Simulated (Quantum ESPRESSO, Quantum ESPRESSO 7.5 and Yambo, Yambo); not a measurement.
# BaAlGeH (P3m1): G0W0 with and without spin-orbit coupling

Aim: spinor G0W0 for BaAlGeH (P3m1) beside the scalar-relativistic result.

Main program and level: Quantum ESPRESSO 7.5 and Yambo 5.3.0; PBEsol and many-body steps on it, plane waves.

## 1. The structure

Symmetry: P3m1, No. 156, trigonal system. The conventional cell has a = 4.345 Å, b = 4.345 Å, c = 5.216 Å, α = 90.00°, β = 90.00°, γ = 120.00°. Nearest to Ba lie 3 H at 2.60 Å. Nearest to Al lie 1 H at 1.73 Å and 3 Ge at 2.55 Å. Nearest to Ge lie 3 Al at 2.55 Å. H has 1 Al at 1.73 Å and 3 Ba at 2.60 Å nearest. Farther neighbours are not listed.

The cell and positions come from the Crystallography Open Database and are kept as given unless a step says otherwise. Spin-orbit coupling is left out unless a step names it.

## 2. Empty states on the mesh, 3×3×4 mesh, 121 bands

This step: Quantum ESPRESSO 7.5; DFT, PBEsol, plane waves, norm-conserving pseudopotentials.

The sums over transitions need many empty states on a uniform mesh; this step solves for them.

pw.in

```
&control
  calculation = 'nscf'
  prefix = 'x'
  outdir = 'o'
  pseudo_dir = 'pseudo'
/
&system
  ibrav = 0
  nat = 4
  ntyp = 4
  ecutwfc = 116.0
  nbnd = 121
  force_symmorphic = .true.
/
&electrons
  conv_thr = 1e-9
  electron_maxstep = 80
  diago_full_acc = .true.
  diago_thr_init = 5e-6
/
ATOMIC_SPECIES
  Ba 137.33 Ba.upf
  Al 26.982 Al.upf
  Ge 72.63 Ge.upf
  H 1.008 H.upf
CELL_PARAMETERS angstrom
  4.3448400000 -0.0000000000 0.0000000000
  -2.1724200000 3.7627418154 0.0000000000
  0.0000000000 0.0000000000 5.2160600000
ATOMIC_POSITIONS crystal
  Ba 0.0000000000 0.0000000000 0.0000000000
  Al 0.6666666667 0.3333333333 0.5395000000
  Ge 0.3333333333 0.6666666667 0.4551000000
  H 0.6666666667 0.3333333333 0.8703000000
K_POINTS automatic
  3 3 4 0 0 0
```

Started as:

```console
> OMP_NUM_THREADS=1 mpirun -n 4 pw.x -nk 4 -in pw.in > pw.out
```

What it wrote:

```text
Program PWSCF v.7.5 starts

     This program is part of the open-source Quantum ESPRESSO suite
     for quantum simulation of materials; please cite
         "P. Giannozzi et al., J. Phys.:Condens. Matter 21 395502 (2009);
         "P. Giannozzi et al., J. Phys.:Condens. Matter 29 465901 (2017);
         "P. Giannozzi et al., J. Chem. Phys. 152 154105 (2020);
     in publications or presentations arising from this work. More details at

     Atomic positions and unit cell read from directory:
     o/x.save/

     Message from routine setup:
[...]
-153.9889-101.3027-101.3027-101.2795 -19.2150 -15.2368 -15.2368 -15.1931
[...]
42.3937  42.3937  42.5479  42.9452  43.5619  43.5619  44.3345  44.3345
     [... 4 further rows ...]
    64.2431  65.2018  65.2018  65.5293  65.8528  66.1809  66.1809  66.8085
    66.8086

          k = 0.0000 0.3849 0.0000 ( 12118 PWs)   bands (ev):

     [... further k-points ...]

     highest occupied, lowest unoccupied level (ev):     8.0698    9.0041

     XML data file, pseudopotentials, collected wavefunctions

=------------------------------------------------------------------------------=
   JOB DONE.
=------------------------------------------------------------------------------=
```

Wall time 36 s (4 MPI ranks of Arm Neoverse V1, shared host); peak memory 0.81 GiB.

This step gave:

| Quantity | Value |
| --- | --- |
| gap | 0.9343 eV |
| k of the valence top | 0, 0, -0.5 |
| k of the conduction bottom | 0, -0.3333, 0.25 |
| least direct gap | 1.327 eV |
| k points computed | 10 |
| lowest point of the top converged band, above the valence top | 56.1856 eV |

On this mesh the gap is 0.934 eV.

The density comes from a self-consistent run that is not shown.

## 3. Conversion and set-up

This step: Yambo 5.3.0; conversion and set-up on PBEsol, plane waves, norm-conserving pseudopotentials.

The states are converted to the many-body program's format and the q mesh is built.

Started as:

```console
> (cd o/x.save; p2y > p2y.log; mv SAVE ../..); yambo > setup.log
```

What it wrote:

```text
 Yambo, version 5.3.0

 [02] CORE Variables Setup
 =========================

  [02.01] Unit cells
  ==================

  Cell kind             :  HCP
  Atoms in the cell     :  Ba  Al  Ge  H
  number of Ba atoms    :  1
  number of Al atoms    :  1
  number of Ge atoms    :  1
  number of H  atoms    :  1

  List of atomic masses
  Mass of Ba    :  137.3300
  Mass of Al    :  26.98200
  Mass of Ge    :  72.63000
  Mass of H     :  1.008000

  List of atomic coordinates    : [cc]
  Ba1       :  0.000000  0.000000  0.000000  order 1
[...]
IBZ Q-points                                      :  10
 BZ  Q-points                                      :   36

 K/Q-points units:
 rlu = crystal or reduced units; cc = cartesian coordinates; iku = interal k-units

 Q [ 1]         [rlu]:  0.000000  0.000000  0.000000
 Q [ 2]         [rlu]:  0.000000  0.000000  0.250000
 Q [ 3]         [rlu]:  0.000000  0.000000 -0.500000
[...]
Q [ 8]         [rlu]:  0.333333  0.333333  0.250000
 Q [ 9]         [rlu]:  0.333333  0.333333 -0.500000
 Q [10]         [rlu]:  0.50022E-17 -0.33333      0.25000

  [03.01] X indexes
  =================

   [03.01.01] Sigma indexes
   ========================

 [06] Game Over & Game summary
```

Elapsed: 4.7 s, on 1 MPI rank; peak memory 0.25 GiB.

## 4. Scalar-relativistic

Now the one-shot GW correction: screening in the RPA, then the self-energy of the levels asked for.

This step: G0W0 on PBEsol, plane waves, norm-conserving pseudopotentials.

gw1.in

```
HF_and_locXC
gw0
dyson
ppa
em1d
rim_cut
RandQpts= 1000000
RandGvec= 1 RL
EXXRLvcs= 116 Ry
VXCRLvcs= 464 Ry
Chimod= "HARTREE"
% BndsRnXp
 1 | 121 |
%
NGsBlkXp= 9 Ry
% LongDrXp
 1 | 1 | 1 |
%
% GbndRnge
 1 | 121 |
%
DysSolver= "n"
ExtendOut
PPAPntXp= 27.21138 eV
% QPkrange
 3 | 3 | 17 | 20 |
 10 | 10 | 17 | 20 |
 1 | 1 | 17 | 20 |
%
```

Started as:

```console
> OMP_NUM_THREADS=1 mpirun -n 4 yambo -F gw1.in -J gw1 -C gw1 > gw1.log
```

What it wrote:

```text
 Yambo, version 5.3.0

 [02] CORE Variables Setup
 =========================

  [... cell, symmetries and grids as in the set-up ...]

  [02.05] Energies & Occupations
  ==============================

  [X] === General ===
  [X] Electronic Temperature                        :  0.000000  0.000000 [eV K]
  [X] Bosonic    Temperature                        :  0.000000  0.000000 [eV K]
  [X] Finite Temperature mode                       : no
  [X] El. density                                   :  0.42216E+24 [cm-3]
  [X] Fermi Level                                   :  8.069821 [eV]

  [X] === Gaps and Widths ===
  [X] Conduction Band Min                           :  0.934250 [eV]
  [X] Valence Band Max                              :  0.000000 [eV]
  [X] Filled Bands                                  :  18
  [X] Empty Bands                                   :   19  121
  [X] Direct Gap                                    :  1.326851 [eV]
  [X] Direct Gap localized at k                     :  10
  [X] Indirect Gap                                  :  0.934250 [eV]
  [X] Indirect Gap between kpts                     :   3  10
  [X] Last valence band width                       :  0.928043 [eV]
  [X] 1st conduction band width                     :  2.208539 [eV]

 [03] Transferred momenta grid and indexing
 ==========================================

 IBZ Q-points                                      :  10
 BZ  Q-points                                      :   36

 K/Q-points units:
 rlu = crystal or reduced units; cc = cartesian coordinates; iku = interal k-units

 Q [ 1]         [rlu]:  0.000000  0.000000  0.000000
 Q [ 2]         [rlu]:  0.000000  0.000000  0.250000
 Q [ 3]         [rlu]:  0.000000  0.000000 -0.500000
 Q [ 4]         [rlu]: -0.50022E-17  0.33333       0.0000
 Q [ 5]         [rlu]: -0.50022E-17  0.33333      0.25000
 Q [ 6]         [rlu]: -0.50022E-17  0.33333     -0.50000
 Q [ 7]         [rlu]:  0.333333  0.333333  0.000000
 Q [ 8]         [rlu]:  0.333333  0.333333  0.250000
 Q [ 9]         [rlu]:  0.333333  0.333333 -0.500000
 Q [10]         [rlu]:  0.50022E-17 -0.33333      0.25000

 [04] Coloumb potential Random Integration (RIM)
 ===============================================

  [04.01] RIM initialization
  ==========================

  * Diagonal components only detected *

  8 x (sBL volume)        :  0.095788 [a.u.]
  sBZ random points       :  1000000
  Points outside the sBZ  :   7994252
  RL volume               :  0.431045 [a.u.]
  Integrated volume       :  0.431355 [a.u.]

  [04.02] RIM integrals
  =====================

  Gamma point sphere radius             :  0.082995 [a.u.]
  Points outside the sphere             :   799854
  [Int_sBZ(q=0) 1/q^2]*(Vol_sBZ)^(-1/3) =:  7.456237
                                 should be <:  7.795600

  Summary of Coulomb integrals for non-metallic bands |Q|[au] RIM/Bare

  Q [1] 0.100000E-4 0.956467 * Q [2] 0.159360 0.799776
  Q [4] 0.294547 1.126168 * Q [3] 0.318719 0.944839
  Q [5] 0.334894 1.062290 * Q [10] 0.334894 1.062718
  Q [6] 0.433982 1.009440 * Q [7] 0.510171 1.040563
  Q [8] 0.534481 1.031671 * Q [9] 0.601545 1.016757

 [05] Dipoles
 ============

  [05.01] Setup: observables and procedures
  =========================================

  [WARNING] [x,Vnl] slows the Dipoles computation. To neglect it rename the ns.kb_pp file

 [06] Dynamic Dielectric Matrix (PPA)
 ====================================

 [WR./gw1//ndb.pp]---------------------------------------------------------------
  Brillouin Zone Q/K grids (IBZ/BZ)                :   10   36   10   36
  RL vectors                                       :  14153 [WF]
  Coulomb cutoff potential                         : none
  Electronic Temperature                           :  0.000000 [K]
  Bosonic    Temperature                           :  0.000000 [K]
  PPA    diel. fun.  energies                      : Perdew, Burke & Ernzerhof SOL(X)+Perdew, Burke & Ernzerhof SOL(C)
[...]
RL vectors in the sum                            :  14153
  [r,Vnl] included                                 : yes
  Field direction                                  :  0.577350E-5  0.577350E-5  0.577350E-5
  BZ energy Double Grid                            : no
  BZ energy DbGd points                            : 0
  BZ Q point size factor                           : -1.000000
  X Optical Averaged directions                    : none

 [07] Local Exchange-Correlation + Non-Local Fock
 ================================================

 [VXC] Plane waves :   97027
 [EXS] Plane waves :  12111

 QP @ state[ 1 ] K range:  1  1
 QP @ state[ 1 ] b range:  17  20
 QP @ state[ 2 ] K range:  3  3
 QP @ state[ 2 ] b range:  17  20
 QP @ state[ 3 ] K range:  10  10
 QP @ state[ 3 ] b range:  17  20

 [xc] Functional : Perdew, Burke & Ernzerhof SOL(X)+Perdew, Burke & Ernzerhof SOL(C)
 [xc] LIBXC used to calculate xc functional
  PP Number of Atomic Species                      :   4
  NLCC RL compoments                               :   97027
  PP Number of Atomic Species                      :   4
  NLCC RL compoments                               :   97027

 [xc] E_xc :  -27.68528 [Ha]
      E_xc :  -55.37056 [Ry]

  Local XC kind (lXC) : Perdew, Burke & Ernzerhof SOL(X)+Perdew, Burke & Ernzerhof SOL(C)
  Non-Local XC kind (nlXC) : Hartree-Fock

  Corrections @ K [1] :  [eV]
 <17|nlXC|17> = -12.36773  0.69399E-17 <17|lXC|17> = -10.98467  0.000000
 <18|nlXC|18> = -12.36677 -0.63877E-17 <18|lXC|18> = -10.98468  0.000000
 <19|nlXC|19> = -6.465596  0.14378E-17 <19|lXC|19> = -10.28131  0.000000
 <20|nlXC|20> = -5.695030 -0.56341E-18 <20|lXC|20> = -10.15667  0.18882E-15

  Corrections @ K [3] :  [eV]
 <17|nlXC|17> = -12.84532  0.21514E-17 <17|lXC|17> = -11.46703 -0.47204E-16
 <18|nlXC|18> = -11.87295 -0.28932E-17 <18|lXC|18> = -10.82035 -0.14161E-15
[...]
Corrections @ K [10] :  [eV]
[...]
<18|nlXC|18> = -11.36734  0.14843E-16 <18|lXC|18> = -10.36023  0.000000
 <19|nlXC|19> = -5.615028  0.25604E-19 <19|lXC|19> = -9.259088  0.23602E-16
 <20|nlXC|20> = -5.444912  0.93585E-18 <20|lXC|20> = -9.632010  0.000000

  [07.01] Hartree-Fock occupations report
  =======================================

  [Hartree-Fock] === General ===
  [Hartree-Fock] Electronic Temperature             :  0.000000  0.000000 [eV K]
  [Hartree-Fock] Bosonic    Temperature             :  0.000000  0.000000 [eV K]
  [Hartree-Fock] Finite Temperature mode            : no
  [Hartree-Fock] El. density                        :  0.42216E+24 [cm-3]
  [Hartree-Fock] Fermi Level                        :  8.069821 [eV]

  [Hartree-Fock] === Gaps and Widths ===
  [Hartree-Fock] Conduction Band Min                :  1.188660 [eV]
  [Hartree-Fock] Valence Band Max                   : -0.256265 [eV]
  [Hartree-Fock] Filled Bands                       :  18
  [Hartree-Fock] Empty Bands                        :   19  121
  [Hartree-Fock] Direct Gap                         :  1.555862 [eV]
  [Hartree-Fock] Direct Gap localized at k          :  2
  [Hartree-Fock] Indirect Gap                       :  1.444924 [eV]
  [Hartree-Fock] Indirect Gap between kpts          :   2   4
  [Hartree-Fock] Last valence band width            :  1.548401 [eV]
  [Hartree-Fock] 1st conduction band width          :  4.067891 [eV]

 [08] Dyson equation: Newton solver
 ==================================

  [08.01] G0W0 (W PPA)
  ====================

  [  GW  ] Bands range     :    1  121
  [GW/PPA] G damping       :  0.100000 [eV]

  QP @ state[ 1 ] K range:  1  1
  QP @ state[ 1 ] b range:  17  20
  QP @ state[ 2 ] K range:  3  3
  QP @ state[ 2 ] b range:  17  20
  QP @ state[ 3 ] K range:  10  10
  QP @ state[ 3 ] b range:  17  20

   Sc/G bands                                       :    1  121
   Sc/G damping                                     :  0.100000 ev
   Sc bands terminator                              : no
   Sx RL components                                 :  12111

   QP @ state[ 1 ] K range                          :  1  1
   QP @ state[ 1 ] b range                          :  17  20
   QP @ state[ 2 ] K range                          :  3  3
   QP @ state[ 2 ] b range                          :  17  20
   QP @ state[ 3 ] K range                          :  10  10
   QP @ state[ 3 ] b range                          :  17  20
   GF energies kind                                 : Perdew, Burke & Ernzerhof SOL(X)+Perdew, Burke & Ernzerhof SOL(C)
   GF WF`s kind                                     : Perdew, Burke & Ernzerhof SOL(X)+Perdew, Burke & Ernzerhof SOL(C)
   Xs energies kind                                 : Perdew, Burke & Ernzerhof SOL(X)+Perdew, Burke & Ernzerhof SOL(C)
   Xs WF`s kind                                     : Perdew, Burke & Ernzerhof SOL(X)+Perdew, Burke & Ernzerhof SOL(C)

 [11] Game Over & Game summary
```

Wall time 3.3 min (4 MPI ranks); peak memory 2.9 GiB; 13 min of CPU time.

Numbers from this step:

| Quantity | Value |
| --- | --- |
| G0W0 gap on the points computed | 1.301 eV |
| starting gap on the mesh | 0.9343 eV |
| k of the valence top | 0, 0, -0.5 |
| k of the conduction bottom | 0, -0.3333, 0.25 |
| least direct G0W0 gap on the computed points | 1.667 eV |
| Z at the valence top | 0.7798 |
| Z at the conduction bottom | 0.7912 |

The gap on the mesh goes from 0.93 eV to 1.30 eV, a correction of +0.37 eV.

## 5. Empty states on the mesh, 3×3×4 mesh, 242 bands

This step: Quantum ESPRESSO 7.5; DFT, PBEsol with spin-orbit coupling, plane waves, norm-conserving pseudopotentials.

Changes to pw.in since step 2:

```diff
@@ -11,4 +11,6 @@
   ecutwfc = 116.0
-  nbnd = 121
+  nbnd = 242
   force_symmorphic = .true.
+  noncolin = .true.
+  lspinorb = .true.
 /
```

Started as:

```console
> OMP_NUM_THREADS=1 mpirun -n 4 pw.x -nk 4 -in pw.in > pw.out
```

What it wrote:

```text
[banner, memory and clock lines left out]
Program PWSCF v.7.5 starts

     Atomic positions and unit cell read from directory:
     o/x.save/

     Message from routine setup:
     using ibrav=0 with symmetry is DISCOURAGED, use correct ibrav instead

     G-vector sticks info

     bravais-lattice index     =            0
     lattice parameter (alat)  =       8.2106  a.u.
     unit-cell volume          =     575.4630 (a.u.)^3
     number of atoms/cell      =            4
     number of atomic types    =            4
     number of electrons       =        36.00
[...]
[... 19 further rows ...]
[...]
66.8995  66.8995

          k = 0.0000 0.0000-0.4165 ( 12142 PWs)   bands (ev):

  -153.9294-153.9294-104.1410-104.1410 -99.8701 -99.8701 -99.8545 -99.8545
[...]
21.9029  21.9029  26.5303  26.5303  26.7596  26.7596  26.8782  26.8782
     [... 19 further rows ...]
    65.8399  65.8399  66.1208  66.1208  66.2196  66.2196  66.7729  66.7729
    66.7931  66.7931

          k = 0.0000 0.3849 0.0000 ( 12118 PWs)   bands (ev):

     [... further k-points ...]

     highest occupied, lowest unoccupied level (ev):     8.1018    8.9946

     XML data file, pseudopotentials, collected wavefunctions
```

It took 3.5 min on 4 MPI ranks; peak memory 2.3 GiB; 14 min of CPU time.

Numbers from this step:

```yaml
gap: 0.8928 eV
k_of_the_valence_top: 0, 0, -0.5
k_of_the_conduction_bottom: 0, -0.3333, 0.25
least_direct_gap: 1.296 eV
k_points_computed: 10
lowest_point_of_the_top_converged_band_above_the_valence_top: 56.1566 eV
```

On this mesh the gap is 0.893 eV.

The density comes from a self-consistent run that is not shown, made with spin-orbit coupling and fully relativistic files.

(Part 1 of 2 ends here.)

[Paths, hosts, dates, memory and timing lines, banners, echoed tables and standing remarks are left out of the program output.]

[Logs are printed without paths, hosts, clocks, repeated set-up lines and the standing remarks that a program may print on its own settings, such as how far it seeks lower states.]

[Runs of the session that timed out or met a known fault of the program may be left out.]

[Hosts, paths, dates, database ids (printed as entryN), source tags and the programs' standing remarks are cut or masked in the printed files.]
